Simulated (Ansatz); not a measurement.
# Phonons of AlOs (Pm-3m) against volume, part 2 of 2

Wanted: mode Grüneisen parameters of AlOs (Pm-3m).

Ansatz 0.2.0; DFT PBEsol, scalar-relativistic, plane waves, PAW; PAW set soft_1.

So far, highest frequency on path, mesh or solved points (cm⁻¹): step 2 (phonons on a q mesh) 367; step 4 (phonons at the other volume, volume ratio 0.97) 388.

### Step 5. Relaxing at another volume, volume ratio 1.03

The volume is scaled by 1.03 and held; symmetry leaves nothing to relax, so this is a single point. The modes can then be followed against volume.

Input file input.yaml:

```yaml
crystal:
  lattice:
    - [3.0222567052, 0.0, 0.0]
    - [0.0, 3.0222567052, 0.0]
    - [0.0, 0.0, 3.0222567052]
  atoms:
    - { symbol: Al, position: [0.0, 0.0, 0.0] }
    - { symbol: Os, position: [0.5, 0.5, 0.5] }
kpoints:
  mp_grid: { grid: [16, 16, 16] }
hamiltonian:
  xc: pbesol
  pseudopotentials: { kind: paw, azcp: { folder: soft_1 }, xc_functional: pbe }
scf:
  occupations: { method: methfessel_paxton, width: 0.2 }
output:
  forces: true
  stress: true
  eigenvalues: true
```

Command:

```bash
$ ansatz run input.yaml --threads 4 --pin off --max-ram 10240MiB --backend cpu --events-out ev --progress --plain --runs-dir out
```

Output:

```text
[...]
Crystal: 2 atoms, lattice volume = 27.605 Å³
Basis set: ecut = 420 eV, 515 PW (Γ), exchange–correlation on 48×48×48 points (8 copies of the dense FFT grid, shifted against one another)
Bands: 14, of which v1, the nominal top of the filled ones, is band 10 counted from 1 (9 counted from 0)
Symmetry: 48 space group operations
[...]
k-points: 165 of 4096
[...]
--- Band table (eV; the first three rows and the last of 165) ---
  k-point 0: bands = [... 6 lower, 12.9062, 17.3547, 17.3547, 17.3547, 22.4061, 22.4061, 22.4061, 28.2906]
  k-point 1: bands = [... 6 lower, 12.9363, 17.2259, 17.2259, 17.3665, 22.0486, 22.5878, 22.5878, 28.0389]
  k-point 2: bands = [... 6 lower, 13.0171, 16.8967, 16.8967, 17.4005, 21.2369, 23.0755, 23.0755, 27.3984]
  k-point 164: bands = [... 6 lower, 11.8633, 19.0020, 19.1727, 19.1727, 20.4008, 20.4008, 20.4008, 25.2484]
[key lines of the parts left out:]
SCF converged after 6 iterations
Free energy (F): -11777.562819 eV
Fermi energy:    16.953126 eV
P = ⅓ Tr σ = -6.9648 GPa (-69.648 kbar)
```

It took 1.3 s on 4 threads of Arm Neoverse V1, shared host; peak memory 0.34 GiB; 4.2 s of CPU time.

Read from the output:

- pressure: -6.965 GPa
- volume per atom: 13.80 Å³

The run ends at a pressure of -6.96 GPa.

### Step 6. Phonons at the other volume, volume ratio 1.03

The phonons are repeated at this volume on the same meshes, so that differences come from the volume alone.

Changes to input.yaml since step 5:

```diff
@@ -16,4 +16,11 @@
 output:
-  forces: true
-  stress: true
   eigenvalues: true
+phonons:
+  method: dfpt
+  qmesh: [4, 4, 4]
+  temperatures: { t_max: 1000, t_step: 50 }
+  qpath:
+    path:
+      - [[0.0, 0.0, 0.0], [0.0, 0.5, 0.0], [0.5, 0.5, 0.0], [0.0, 0.0, 0.0], [0.5, 0.5, 0.5], [0.0, 0.5, 0.0]]
+      - [[0.5, 0.5, 0.5], [0.5, 0.5, 0.0]]
+    npoints: 10
```

Output:

```text
[...]
Crystal: 2 atoms, lattice volume = 27.605 Å³
Basis set: ecut = 420 eV, 515 PW (Γ), exchange–correlation on 48×48×48 points (8 copies of the dense FFT grid, shifted against one another)
Bands: 14, of which v1, the nominal top of the filled ones, is band 10 counted from 1 (9 counted from 0)
Symmetry: 48 space group operations
k-points: 165 of 4096
[...]
k-point 164: bands = [... 6 lower, 11.8633, 19.0020, 19.1727, 19.1727, 20.4008, 20.4008, 20.4008, 25.2484]
[...]
ASR residual: 3.277e-5 → 0.000e0 eV/Å²; symmetrization residual: 5.317e-6 eV/Å²
  ASR residual per site (eV/Å²): 1.27e-5 3.28e-5
  Γ frequencies (cm⁻¹): 0.00 0.00 0.00 308.28 308.28 308.28
--- Phonons (arbitrary-q DFPT): 10 irreducible q on the 4×4×4 mesh ---
[...]
interpolated dispersion: 62 rows × 6 modes
[...]
[key lines of the parts left out:]
SCF converged after 8 iterations
Free energy (F): -11777.562819 eV
Fermi energy:    16.953099 eV
```

The job ended after 5.4 min (4 threads; peak memory 2.1 GiB; 21 min of CPU time).

This step gave:

```
sum-rule residual before enforcement                       : 3.28e-5 eV/Å²
highest frequency on path, mesh or solved points           : 347.4 cm⁻¹
mean frequency                                             : 213.9 cm⁻¹
Debye temperature (second moment)                          : 445 K
logarithmic mean frequency                                 : 182.7 cm⁻¹
highest optical mode at the zone centre (no LO-TO term)    : 308.3 cm⁻¹
lowest optical zone-centre mode                            : 308.3 cm⁻¹
lowest mode on the q mesh (acoustic modes at Γ apart)      : 59.3 cm⁻¹
zero-point energy per atom                                 : 39.77 meV
heat capacity at 300 K                                     : 22.47 J/(mol atoms K)
vibrational entropy at 300 K                               : 29.53 J/(mol atoms K)
edges of the widest gap between branches, on path and mesh : 160.8, 283.2 cm⁻¹
```

The highest optical mode at the zone centre (no LO-TO term) is 308.3 cm⁻¹, -19.3 cm⁻¹ against the base run.

### Step 7. Grüneisen parameters

The Grüneisen parameter of a mode is minus the logarithmic change of its frequency with volume, −d ln ω / d ln V; weighted by heat capacity it gives the expansion.

This step gave:

```
bulk modulus : 252.2 GPa
```

Phonon branches along the path, in cm⁻¹:

```
    point  branch 1  branch 2  branch 3  branch 4  branch 5  branch 6
        Γ         0         0         0       328       328       328
  halfway        90        90       117       322       322       336
        X       135       135       163       314       314       366
  halfway        98       124       149       310       340       366
        M        66        66       168       302       362       362
  halfway        64       118       138       317       339       340
        Γ         0         0         0       328       328       328
  halfway       105       105       138       338       338       338
        R       128       128       128       357       357       357
  halfway       116       117       134       334       337       363
        X       135       135       163       314       314       366
jump to R       128       128       128       357       357       357
  halfway       109       109       150       332       362       362
        M        66        66       168       302       362       362
```

The same for volume x 0.97:

```csv
point,branch 1,branch 2,branch 3,branch 4,branch 5,branch 6
Γ,0,0,0,348,348,348
X,142,142,174,332,332,386
M,73,73,175,321,384,384
Γ,0,0,0,348,348,348
R,139,139,139,375,375,375
X,142,142,174,332,332,386
R,139,139,139,375,375,375
M,73,73,175,321,384,384
```

The same for volume x 1.03:

| point | branch 1 | branch 2 | branch 3 | branch 4 | branch 5 | branch 6 |
| --- | --- | --- | --- | --- | --- | --- |
| Γ | 0 | 0 | 0 | 308 | 308 | 308 |
| X | 128 | 128 | 152 | 298 | 298 | 347 |
| M | 60 | 60 | 161 | 283 | 341 | 341 |
| Γ | 0 | 0 | 0 | 308 | 308 | 308 |
| R | 118 | 118 | 118 | 339 | 339 | 339 |
| X | 128 | 128 | 152 | 298 | 298 | 347 |
| R | 118 | 118 | 118 | 339 | 339 | 339 |
| M | 60 | 60 | 161 | 283 | 341 | 341 |

The first set of phonon branches as a text plot (rows in cm⁻¹):

```
    379 |
    363 |      ***********                   ********************
    347 |    **     **    ****           ****    ***       **
    331 |****     **         ************           ***      *
    315 |   *********     *****                       ****    **
    299 |            *****                                      *
    283 |
    266 |
    250 |
    234 |
    218 |
    202 |
    186 |
    170 |       *     ***                                *     **
    153 |     ** ** **   **                            **    **
    137 |    * *****       ****        **       *************
    121 |   * *   *       *  *       **  ***************  ***
    105 |    *     **         **    *   *                    *
     89 |   *       **   *      *      *                      *
     73 |  *         ********  *     **                        **
     57 | **                 ** *  *
     40 | *                    * *  *
     24 |*                      ** *
      8 |                        **
         Γ      X      M          Γ            R        X|R     M
```

Mode Grueneisen parameter -dln(w)/dln(V), modes matched by rank; at Γ the acoustic branches take the value of a neighbouring point of the path. The mode Grüneisen parameters at the labelled points ():

```
    point  branch 1  branch 2  branch 3  branch 4  branch 5  branch 6
        Γ      1.50      1.50      2.23      2.00      2.00      2.00
  halfway      1.63      1.63      2.26      1.93      1.93      1.96
        X      1.78      1.78      2.22      1.81      1.81      1.78
  halfway      2.15      2.17      1.62      1.93      1.94      1.87
        M      3.25      3.25      1.43      2.07      2.00      2.00
  halfway      2.43      1.63      2.23      1.93      1.83      1.98
        Γ      2.25      1.51      1.97      2.00      2.00      2.00
  halfway      2.26      2.26      1.85      1.92      1.92      1.89
        R      2.84      2.84      2.84      1.68      1.68      1.68
  halfway      2.14      1.84      2.39      1.77      2.02      1.87
        X      1.78      1.78      2.22      1.81      1.81      1.78
jump to R      2.84      2.84      2.84      1.68      1.68      1.68
  halfway      2.68      2.68      2.01      1.84      1.85      1.85
        M      3.25      3.25      1.43      2.07      2.00      2.00
```

The mode Grüneisen parameters as a text plot (rows in , shown from 1.5 to 3.2 only):

```
   3.15 |               *                                       *
   3.08 |
   3.01 |
   2.93 |             *  *                                     *
   2.86 |               *                     **
   2.79 |                                    *  *         *   *
   2.72 |             *   *                  *  **         **
   2.65 |                                   *     *          *
   2.57 |            *                            **
   2.50 |                  **              *     * *
   2.43 |            *   *   *                             *
   2.36 |           *         ***        ** *       *
   2.29 | * ***     *     *             *            *
   2.22 |* *   ***         ****  **               *  *  **  *
   2.14 |         **                   *            * **
   2.07 |             ***     ***    **               *         *
   2.00 |***       ********  *  ********   *       ****      * **
   1.93 |   **    ****   ********  **   ****           *      *
   1.86 |     ** ***       *****   * ****** *     ***** *    *
   1.78 |      ****                        **    ** ****** **
   1.71 |    **   *                         ********      **
   1.64 |   *      *         **                        *      *
   1.57 |  *        *     ***  **                     *        *
   1.50 |**          ** **       **                  *          *
         Γ      X      M          Γ            R        X|R     M
```

(dS/dlnV)/C_V. The thermodynamic Grueneisen parameter by temperature:

```csv
temperature (K),thermodynamic Grueneisen parameter
50,2.13
100,2.08
150,2.04
200,2.03
250,2.02
300,2.01
350,2.01
400,2.01
450,2.01
500,2.01
550,2.01
600,2.01
650,2.00
700,2.00
750,2.00
800,2.00
850,2.00
900,2.00
950,2.00
1000,2.00
```

Gamma C_V/(B V) at the static volume. The volume expansion by temperature:

```
temperature (K)  volume expansion (1e-6/K)
             50                       5.85
            100                       12.5
            150                       16.8
            200                       19.4
            250                       21.0
            300                       22.0
            350                       22.6
            400                       23.0
            450                       23.3
            500                       23.5
            550                       23.7
            600                       23.9
            650                       23.9
            700                       24.0
            750                       24.1
            800                       24.1
            850                       24.2
            900                       24.2
            950                       24.3
           1000                       24.3
```

### Step 8. What came out

| Property | Result |
| --- | --- |
| bulk modulus | 252 GPa |
| thermodynamic Grüneisen parameter at 300 K | 2.013 |
| volume expansion at 300 K, estimated | 21.96 × 10⁻⁶ K⁻¹ |

By this estimate the volume grows by 22.0 × 10⁻⁶ per kelvin at 300 K. The highest optical mode at Γ goes from 348 to 308 cm⁻¹ as the cell grows, a Grüneisen parameter of 2.00. Mode parameters on the path run from 1.4 to 3.2, with a median of 2.0. Branches are matched by rank, so values near crossings are rough. The expansion is the Grüneisen estimate at the static volume, with the static bulk modulus. With no gap, or one that is small against the smearing, the frequencies hang on the k mesh and the smearing, most of all near Kohn anomalies. The phonon runs are without spin polarisation, although the cell has an odd electron count. Spin-orbit coupling is left out, which can matter for the heavy elements here. The PAW files were made for PBE and serve the other functionals too.

[Long decimals in the printed logs are rounded to 6 places.]

[Logs are printed without paths, hosts, clocks, repeated set-up lines and the standing remarks that a program may print on its own settings, such as how far it seeks lower states.]

[Hosts, paths, dates, database ids (printed as entryN), source tags and the programs' standing remarks are cut or masked in the printed files.]

[Where the starting crystal was built by hand or by swapping elements, it need not be the compound's stable phase.]
